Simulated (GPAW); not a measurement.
**Work function of VGe2As4 monolayer at several levels**

How far do functional and basis move the work function of VGe2As4 monolayer?

Program: GPAW 26.7.0. Level of theory: GPAW, PAW setups; layer in a repeated cell with vacuum, relaxation of atoms and in-plane cell, in the first sound run; inputs show where later runs differ. Results are calculated unless marked as measured.

This is a report of a sequence of runs, with most program output left out.

### 1. The structure

The cell holds 7 atoms: 4 As, 2 Ge and 1 V. Cell: a = 3.730 Å, b = 3.730 Å, c = 27.086 Å, α = 90.0°, β = 90.0°, γ = 120.0°. Vacuum lies along c.

### 2. Relaxing the atoms

The atoms are relaxed first, since the surface dipole, and with it the work function, follows the positions of the outer layers.

Input file run.py:

```python
import json
import numpy as np
from ase import Atoms
from ase.filters import FrechetCellFilter
from ase.optimize import BFGS
from gpaw import GPAW, PW

slab = Atoms(
    ['As', 'Ge', 'As', 'V', 'As', 'Ge', 'As'],
    positions=[
        [0.00000, 0.00000, 9.00000],
        [-0.00000, 2.15352, 9.86300],
        [-0.00000, 2.15352, 12.18300],
        [0.00000, 0.00000, 13.54299],
        [-0.00000, 2.15352, 14.90298],
        [-0.00000, 2.15352, 17.22298],
        [0.00000, 0.00000, 18.08598]],
    cell=[[3.73, 0.0, 0.0], [-1.865, 3.23027, 0.0], [0.0, 0.0, 27.086]],
    pbc=[True, True, True],
    magmoms=[0.0, 0.0, 0.0, 1.0, 0.0, 0.0, 0.0])

slab.calc = GPAW(mode=PW(600), xc='PBE', kpts={'size': (9, 9, 1), 'gamma': True},
                 occupations={'name': 'fermi-dirac', 'width': 0.05}, nbands='200%',
                 convergence={'density': 1e-05}, maxiter=200,
                 symmetry={'tolerance': 1e-3}, txt='slab.txt')
result = {}
# The in-plane cell is free; stress needs a cell that repeats along all three vectors
path = []
opt = BFGS(FrechetCellFilter(slab, mask=[1, 1, 0, 0, 0, 1]), maxstep=0.2)
opt.attach(lambda: path.append((slab.get_potential_energy(), slab.positions.tolist(), slab.get_forces().tolist())))
result['relaxed'] = bool(opt.run(fmax=0.02, steps=45))
result['path'] = path
result['cell'] = slab.cell.tolist()
print('in-plane lattice', slab.cell.cellpar().round(4)[[0, 1, 5]])
energy = slab.get_potential_energy()
fermi = slab.calc.get_fermi_level()
v = slab.calc.get_electrostatic_potential().mean((0, 1)) - fermi
n = slab.calc.get_pseudo_density().mean((0, 1))
L = slab.cell[2, 2]
z = np.arange(len(v)) * L / len(v)
low, high = slab.positions[:, 2].min(), slab.positions[:, 2].max()
below, above = np.interp([low - 6.8, high + 6.8], z, v)
slopes = [np.interp(x, z, np.gradient(v, z)) for x in (low - 6.8, high + 6.8)]
eps = np.array([[slab.calc.get_eigenvalues(k, s) for k in range(len(slab.calc.get_ibz_k_points()))]
                for s in range(slab.calc.get_number_of_spins())]) - fermi
top, bottom = eps[eps < 0].max(), eps[eps > 0].min()
dipole = slab.get_dipole_moment()[2]
print(f'energy {energy:.4f} eV, Fermi level {fermi:.4f} eV, dipole {dipole:.5f} e A')
print(f'potential 6.8 A off the faces, from the Fermi level: lower {below:.4f} eV, upper {above:.4f} eV')
print(f'slope of the potential there: lower {slopes[0]:.5f}, upper {slopes[1]:.5f} eV/A')
print(f'nearest levels on the mesh: {top:.4f} and {bottom:.4f} eV')
print('magnetic moment', round(slab.get_magnetic_moment(), 3))
result.update(energy=energy, fermi=fermi, dipole=dipole, below=below, above=above, slopes=slopes, edges=[top, bottom],
              z=z.tolist(), v=v.tolist(), n=n.tolist(), positions=slab.positions.tolist(),
              forces=slab.get_forces(apply_constraint=False).tolist(), moments=slab.get_magnetic_moments().tolist())
json.dump(result, open('result.json', 'w'))
```

Command:

```bash
> OMP_NUM_THREADS=1 OPENBLAS_NUM_THREADS=1 python run.py
```

Elapsed: 1.6 h, on 1 thread of Arm Neoverse V1, shared host; peak memory 1.3 GiB.

This step gave:

```yaml
dipole_along_the_normal: 0.001129 e·Å
levels_nearest_the_fermi_level_on_the_mesh: -0.02029, 0.03053 eV from the Fermi level
site_moments: 8.37e-4, 0.006547, -0.05118, 0.9059, -0.05118, 0.006547, 8.37e-4 μB
sum_of_the_site_moments: 0.8183 μB
```

The electrostatic potential energy of an electron (without an applied field's), less the Fermi level, planar mean oscillates, so the rows of the table below give means over windows of 1.78 Å about each position, cut where the curve ends. Its maxima inside the range that stand out by 2 % of the span (Å: eV): 9.1: -8.61, 10.9: 2.36, 12.8: -4.97, 14.2: -4.83, 16.2: 2.36, 17.9: -8.61. Its minima: 8.5: -13.5, 9.6: -13.0, 12.2: -12.1, 13.5: -10.4, 14.9: -12.1, 17.4: -13.0, 18.5: -13.5.

The electrostatic potential energy of an electron (without an applied field's), less the Fermi level, planar mean by z; means over each step:

```csv
z (Å),"electrostatic potential energy of an electron (without an applied field's), less the Fermi level, planar mean (eV)"
0.89,4.98
2.67,4.98
4.45,4.98
6.23,4.80
8.01,-4.74
9.79,-7.28
11.57,-3.95
13.35,-7.29
15.13,-5.78
16.91,-4.85
18.69,-7.43
20.47,4.45
22.25,4.98
24.03,4.98
25.81,4.98
```

The pseudo valence density, planar mean oscillates, so the rows of the table below give means over windows of 1 Å about each position, cut where the curve ends. Its maxima inside the range that stand out by 2 % of the span (Å: e/Å³): 8.1: 0.244, 9.1: 0.411, 10.2: 0.219, 11.7: 0.239, 13.5: 1.28, 15.4: 0.239, 16.9: 0.219, 17.9: 0.411, 19.0: 0.244. Its minima: 8.5: 0.168, 9.6: 0.0656, 10.8: 0.111, 12.0: 0.172, 15.1: 0.172, 16.3: 0.111, 17.4: 0.0656, 18.6: 0.168.

Pseudo valence density, planar mean against z; means over each step:

```csv
z (Å),"pseudo valence density, planar mean (e/Å³)"
4,9.1e-6
5,1.4e-4
6,0.00234
7,0.0368
8,0.192
9,0.315
10,0.153
11,0.136
12,0.218
13,0.607
14,0.683
15,0.226
16,0.144
17,0.154
18,0.310
19,0.199
20,0.0456
21,0.00293
22,1.8e-4
23,1.1e-5
```

Site moment by atom:

```csv
atom,site moment (μB)
As1,0.001
Ge2,0.007
As3,-0.051
V4,0.906
As5,-0.051
Ge6,0.007
As7,0.001
```

The relaxation lowered the energy of the cell by 1.23 eV (energies extrapolated to zero smearing; the optimiser's log prints free energies). The largest force left on a free atom is 0.0053 eV/Å.

### 3. Plane waves, PBE

The work function is the vacuum plateau of the electrostatic potential less the Fermi level; a dipole layer lets the two faces have plateaus of their own.

This step: GPAW, PAW setups; slab in vacuum (GPAW 26.7.0).

The cell differs from the one that the last finished run ended in (c 27.086 → 28.096 Å).

Input file run.py:

```python
import json
import numpy as np
from ase import Atoms
from gpaw import GPAW, PW

slab = Atoms(
    ['As', 'Ge', 'As', 'V', 'As', 'Ge', 'As'],
    positions=[
        [-0.00000, 0.00000, 9.00000],
        [-0.00000, 2.14635, 10.17610],
        [-0.00000, 2.14635, 12.64435],
        [0.00000, -0.00000, 14.04805],
        [-0.00000, 2.14635, 15.45175],
        [-0.00000, 2.14635, 17.91999],
        [0.00000, -0.00000, 19.09609]],
    cell=[[3.71759, -0.0, 0.0], [-1.85879, 3.21952, 0.0], [0.0, 0.0, 28.0961]],
    pbc=[True, True, False],
    magmoms=[0.0, 0.0, 0.0, 1.0, 0.0, 0.0, 0.0])

slab.calc = GPAW(mode=PW(400), xc='PBE', kpts={'size': (9, 9, 1), 'gamma': True},
                 occupations={'name': 'fermi-dirac', 'width': 0.05}, nbands='200%',
                 convergence={'density': 1e-05}, maxiter=200,
                 poissonsolver={'dipolelayer': 'xy'},
                 symmetry={'tolerance': 1e-3}, txt='slab.txt')
result = {}
energy = slab.get_potential_energy()
fermi = slab.calc.get_fermi_level()
v = slab.calc.get_electrostatic_potential().mean((0, 1)) - fermi
n = slab.calc.get_pseudo_density().mean((0, 1))
L = slab.cell[2, 2]
z = np.arange(len(v)) * L / len(v)
low, high = slab.positions[:, 2].min(), slab.positions[:, 2].max()
below, above = np.interp([low - 6.8, high + 6.8], z, v)
slopes = [np.interp(x, z, np.gradient(v, z)) for x in (low - 6.8, high + 6.8)]
eps = np.array([[slab.calc.get_eigenvalues(k, s) for k in range(len(slab.calc.get_ibz_k_points()))]
                for s in range(slab.calc.get_number_of_spins())]) - fermi
top, bottom = eps[eps < 0].max(), eps[eps > 0].min()
dipole = slab.get_dipole_moment()[2]
print(f'energy {energy:.4f} eV, Fermi level {fermi:.4f} eV, dipole {dipole:.5f} e A')
print(f'potential 6.8 A off the faces, from the Fermi level: lower {below:.4f} eV, upper {above:.4f} eV')
print(f'slope of the potential there: lower {slopes[0]:.5f}, upper {slopes[1]:.5f} eV/A')
print(f'nearest levels on the mesh: {top:.4f} and {bottom:.4f} eV')
print('magnetic moment', round(slab.get_magnetic_moment(), 3))
result.update(energy=energy, fermi=fermi, dipole=dipole, below=below, above=above, slopes=slopes, edges=[top, bottom],
              z=z.tolist(), v=v.tolist(), n=n.tolist(), positions=slab.positions.tolist(),
              forces=slab.get_forces(apply_constraint=False).tolist(), moments=slab.get_magnetic_moments().tolist())
json.dump(result, open('result.json', 'w'))
```

The job ended after 3.5 min (1 thread; peak memory 0.37 GiB).

This step gave:

```yaml
dipole_along_the_normal: 0.001521 e·Å
levels_nearest_the_fermi_level_on_the_mesh: -0.01940, 0.02976 eV from the Fermi level
upper_work_function: 4.985 eV
lower_work_function: 4.983 eV
site_moments: 8.38e-4, 0.006543, -0.05108, 0.9042, -0.05108, 0.006543, 8.38e-4 μB
sum_of_the_site_moments: 0.8168 μB
```

The electrostatic potential energy of an electron (without an applied field's), less the Fermi level, planar mean oscillates, so the rows of the table below give means over windows of 1.87 Å about each position, cut where the curve ends. Its maxima inside the range that stand out by 2 % of the span (Å: eV): 9.6: -8.59, 11.4: 2.36, 13.3: -4.87, 14.8: -4.87, 16.6: 2.36, 18.5: -8.59. Its minima: 9.1: -13.5, 10.1: -12.9, 12.7: -12.1, 14.0: -10.4, 15.4: -12.1, 18.0: -12.9, 19.0: -13.5.

Electrostatic potential energy of an electron (without an applied field's), less the Fermi level, planar mean against z; means over each step:

```csv
z (Å),"electrostatic potential energy of an electron (without an applied field's), less the Fermi level, planar mean (eV)"
0.94,4.98
2.81,4.98
4.68,4.98
6.54,4.87
8.42,-3.88
10.29,-7.19
12.16,-4.31
14.03,-7.03
15.90,-4.52
17.77,-6.89
19.64,-4.23
21.50,4.85
23.38,4.98
25.25,4.98
27.11,4.98
```

The pseudo valence density, planar mean oscillates, so the rows of the table below give means over windows of 1.04 Å about each position, cut where the curve ends. Its maxima inside the range that stand out by 2 % of the span (Å: e/Å³): 8.5: 0.246, 9.6: 0.413, 10.6: 0.220, 12.3: 0.236, 14.2: 1.21, 15.8: 0.236, 17.5: 0.220, 18.5: 0.413, 19.6: 0.246. Its minima: 8.9: 0.168, 10.2: 0.0571, 11.4: 0.112, 12.7: 0.173, 15.4: 0.173, 16.6: 0.112, 17.9: 0.0571, 19.1: 0.168.

Table of pseudo valence density, planar mean by z; means over each step:

```csv
z (Å),"pseudo valence density, planar mean (e/Å³)"
4.68,1.5e-5
5.72,2.6e-4
6.76,0.00483
7.80,0.0766
8.84,0.228
9.88,0.257
10.92,0.157
11.96,0.181
13.00,0.292
14.04,0.895
15.08,0.297
16.12,0.182
17.16,0.156
18.20,0.253
19.24,0.231
20.28,0.0795
21.32,0.00510
22.36,2.8e-4
23.40,1.6e-5
```

The potential is flat to 1.6e-4 eV/Å where it is read, so the vacuum is wide enough.

### 4. Self-consistent run: xc = "revPBE"

The same geometry under revPBE, to see how far the functional moves the levels against the vacuum.

Edit run.py of step 3 so:

```diff
@@ -19,3 +19,3 @@
 
-slab.calc = GPAW(mode=PW(400), xc='PBE', kpts={'size': (9, 9, 1), 'gamma': True},
+slab.calc = GPAW(mode=PW(400), xc='revPBE', kpts={'size': (9, 9, 1), 'gamma': True},
                  occupations={'name': 'fermi-dirac', 'width': 0.05}, nbands='200%',
```

Elapsed: 3.5 min, on 1 thread; peak memory 0.37 GiB.

Numbers from this step:

```yaml
dipole_along_the_normal: 0.001517 e·Å
levels_nearest_the_fermi_level_on_the_mesh: -0.04285, 0.06013 eV from the Fermi level
upper_work_function: 4.885 eV
lower_work_function: 4.883 eV
site_moments: 6.43e-4, 0.006955, -0.05652, 0.9395, -0.05652, 0.006955, 6.43e-4 μB
sum_of_the_site_moments: 0.8417 μB
```

The electrostatic potential energy of an electron (without an applied field's), less the Fermi level, planar mean oscillates, so the rows of the table below give means over windows of 1.87 Å about each position, cut where the curve ends. Its maxima inside the range that stand out by 2 % of the span (Å: eV): 9.6: -8.68, 11.4: 2.27, 13.3: -4.96, 14.8: -4.96, 16.6: 2.27, 18.5: -8.68. Its minima: 9.1: -13.6, 10.1: -13.0, 12.7: -12.2, 14.0: -10.5, 15.4: -12.2, 18.0: -13.0, 19.0: -13.6.

Table of electrostatic potential energy of an electron (without an applied field's), less the Fermi level, planar mean by z; means over each step:

```csv
z (Å),"electrostatic potential energy of an electron (without an applied field's), less the Fermi level, planar mean (eV)"
0.94,4.88
2.81,4.88
4.68,4.88
6.54,4.77
8.42,-3.96
10.29,-7.29
12.16,-4.40
14.03,-7.12
15.90,-4.60
17.77,-6.99
19.64,-4.32
21.50,4.76
23.38,4.88
25.25,4.89
27.11,4.89
```

The pseudo valence density, planar mean oscillates, so the rows of the table below give means over windows of 1.04 Å about each position, cut where the curve ends. Its maxima inside the range that stand out by 2 % of the span (Å: e/Å³): 8.5: 0.246, 9.6: 0.413, 10.6: 0.219, 12.3: 0.236, 14.2: 1.21, 15.8: 0.236, 17.5: 0.219, 18.5: 0.413, 19.6: 0.246. Its minima: 8.9: 0.168, 10.2: 0.0579, 11.4: 0.113, 12.7: 0.174, 15.4: 0.174, 16.6: 0.113, 17.9: 0.0579, 19.1: 0.168.

The pseudo valence density, planar mean by z; means over each step:

```csv
z (Å),"pseudo valence density, planar mean (e/Å³)"
4.68,1.6e-5
5.72,2.7e-4
6.76,0.00476
7.80,0.0767
8.84,0.228
9.88,0.257
10.92,0.156
11.96,0.181
13.00,0.292
14.04,0.895
15.08,0.297
16.12,0.182
17.16,0.156
18.20,0.254
19.24,0.231
20.28,0.0796
21.32,0.00502
22.36,2.8e-4
23.40,1.7e-5
```

Force by atom:

```csv
atom,x (eV/Å),y (eV/Å),z (eV/Å),size
As1,0.000,0.000,-0.108,0.108
Ge2,0.000,0.000,0.007,0.007
As3,0.000,0.000,-0.064,0.064
V4,0.000,0.000,0.000,0.000
As5,0.000,0.000,0.064,0.064
Ge6,0.000,0.000,-0.007,0.007
As7,0.000,0.000,0.108,0.108
```

The upper face's work function is 4.885 eV, against 4.985 eV in the first plane-wave PBE run at this geometry.

### 5. Self-consistent run: xc = "RPBE"

The same geometry under RPBE, to see how far the functional moves the levels against the vacuum.

Edit run.py of step 4 so:

```diff
@@ -19,3 +19,3 @@
 
-slab.calc = GPAW(mode=PW(400), xc='revPBE', kpts={'size': (9, 9, 1), 'gamma': True},
+slab.calc = GPAW(mode=PW(400), xc='RPBE', kpts={'size': (9, 9, 1), 'gamma': True},
                  occupations={'name': 'fermi-dirac', 'width': 0.05}, nbands='200%',
```

Wall time 3.4 min (1 thread); peak memory 0.36 GiB.

Numbers from this step:

- dipole along the normal: 0.001515 e·Å
- levels nearest the Fermi level on the mesh: -0.05151, 0.05309 eV from the Fermi level
- site moments: 5.77e-4, 0.007072, -0.05830, 0.9498, -0.05830, 0.007072, 5.77e-4 μB
- sum of the site moments: 0.8485 μB

The upper face's work function is 4.885 eV, against 4.985 eV in the first plane-wave PBE run at this geometry.

### 6. Self-consistent run: xc = "vdW-DF2"

The same geometry under vdW-DF2, to see how far the functional moves the levels against the vacuum (the van der Waals functionals take revPBE setups).

Edit run.py of step 5 so:

```diff
@@ -19,3 +19,3 @@
 
-slab.calc = GPAW(mode=PW(400), xc='RPBE', kpts={'size': (9, 9, 1), 'gamma': True},
+slab.calc = GPAW(mode=PW(400), xc='vdW-DF2', kpts={'size': (9, 9, 1), 'gamma': True},
                  occupations={'name': 'fermi-dirac', 'width': 0.05}, nbands='200%',
```

Wall time 4 min (1 thread); peak memory 0.59 GiB.

This step gave:

```yaml
dipole_along_the_normal: 0.001518 e·Å
levels_nearest_the_fermi_level_on_the_mesh: -0.03669, 0.04190 eV from the Fermi level
upper_work_function: 5.291 eV
lower_work_function: 5.289 eV
site_moments: 0.002010, 0.006483, -0.04258, 0.8815, -0.04258, 0.006483, 0.002010 μB
sum_of_the_site_moments: 0.8133 μB
```

The upper face's work function is 5.291 eV, against 4.985 eV in the first plane-wave PBE run at this geometry.

### 7. OptPBE vdW: xc = "optPBE-vdW"

The same geometry under optPBE-vdW, to see how far the functional moves the levels against the vacuum (the van der Waals functionals take revPBE setups).

Edit run.py of step 6 so:

```diff
@@ -19,3 +19,3 @@
 
-slab.calc = GPAW(mode=PW(400), xc='vdW-DF2', kpts={'size': (9, 9, 1), 'gamma': True},
+slab.calc = GPAW(mode=PW(400), xc='optPBE-vdW', kpts={'size': (9, 9, 1), 'gamma': True},
                  occupations={'name': 'fermi-dirac', 'width': 0.05}, nbands='200%',
```

It took 4 min on 1 thread; peak memory 0.59 GiB.

This step gave:

```yaml
levels_nearest_the_fermi_level_on_the_mesh: -0.01691, 0.02611 eV from the Fermi level
upper_work_function: 5.172 eV
lower_work_function: 5.170 eV
site_moments: 6.11e-4, 0.006355, -0.05015, 0.9005, -0.05015, 0.006355, 6.11e-4 μB
sum_of_the_site_moments: 0.8141 μB
```

The upper face's work function is 5.172 eV, against 4.985 eV in the first plane-wave PBE run at this geometry.

### 8. Self-consistent run: xc = "LDA"

The same geometry under LDA, to see how far the functional moves the levels against the vacuum.

Edit run.py of step 7 so:

```diff
@@ -19,3 +19,3 @@
 
-slab.calc = GPAW(mode=PW(400), xc='optPBE-vdW', kpts={'size': (9, 9, 1), 'gamma': True},
+slab.calc = GPAW(mode=PW(400), xc='LDA', kpts={'size': (9, 9, 1), 'gamma': True},
                  occupations={'name': 'fermi-dirac', 'width': 0.05}, nbands='200%',
```

It took 3.2 min on 1 thread; peak memory 0.35 GiB.

This step gave:

| Item | Value |
| --- | --- |
| dipole along the normal | 0.001538 e·Å |
| levels nearest the Fermi level on the mesh | -0.05777, 0.05929 eV from the Fermi level |
| upper work function | 5.237 eV |
| lower work function | 5.235 eV |
| site moments | 7.15e-5, 0.004354, -0.03496, 0.7453, -0.03496, 0.004354, 7.15e-5 μB |
| sum of the site moments | 0.6842 μB |

The electrostatic potential energy of an electron (without an applied field's), less the Fermi level, planar mean oscillates, so the rows of the table below give means over windows of 1.87 Å about each position, cut where the curve ends. Its maxima inside the range that stand out by 2 % of the span (Å: eV): 9.6: -8.24, 11.4: 2.70, 13.3: -4.51, 14.8: -4.51, 16.6: 2.70, 18.5: -8.24. Its minima: 9.1: -13.1, 10.1: -12.6, 12.7: -11.8, 14.0: -10.1, 15.4: -11.8, 18.0: -12.6, 19.0: -13.1.

The electrostatic potential energy of an electron (without an applied field's), less the Fermi level, planar mean by z; means over each step:

```csv
z (Å),"electrostatic potential energy of an electron (without an applied field's), less the Fermi level, planar mean (eV)"
0.94,5.23
2.81,5.23
4.68,5.23
6.54,5.12
8.42,-3.58
10.29,-6.83
12.16,-3.97
14.03,-6.66
15.90,-4.18
17.77,-6.53
19.64,-3.93
21.50,5.11
23.38,5.24
25.25,5.24
27.11,5.24
```

The upper face's work function is 5.237 eV, against 4.985 eV in the first plane-wave PBE run at this geometry.

### 9. Real-space grid: mode = "fd"

A real-space grid is a second complete basis, so it checks the plane-wave result.

Edit run.py of step 8 so:

```diff
@@ -3,3 +3,3 @@
 from ase import Atoms
-from gpaw import GPAW, PW
+from gpaw import GPAW
 
@@ -19,3 +19,3 @@
 
-slab.calc = GPAW(mode=PW(400), xc='LDA', kpts={'size': (9, 9, 1), 'gamma': True},
+slab.calc = GPAW(mode='fd', h=0.18, xc='PBE', kpts={'size': (9, 9, 1), 'gamma': True},
                  occupations={'name': 'fermi-dirac', 'width': 0.05}, nbands='200%',
```

It took 8.2 min on 1 thread; peak memory 1 GiB.

This step gave:

| Quantity | Value |
| --- | --- |
| dipole along the normal | -9.31e-5 e·Å |
| levels nearest the Fermi level on the mesh | -0.01980, 0.02974 eV from the Fermi level |
| upper work function | 4.985 eV |
| lower work function | 4.983 eV |
| site moments | 8.18e-4, 0.006518, -0.05129, 0.9068, -0.05129, 0.006518, 8.18e-4 μB |
| sum of the site moments | 0.8189 μB |

(Part 1 of 2 ends here.)

[Logs are printed without paths, hosts, clocks, repeated set-up lines and the standing remarks that a program may print on its own settings, such as how far it seeks lower states.]

[Hosts, paths, dates, database ids (printed as entryN), source tags and the programs' standing remarks are cut or masked in the printed files.]
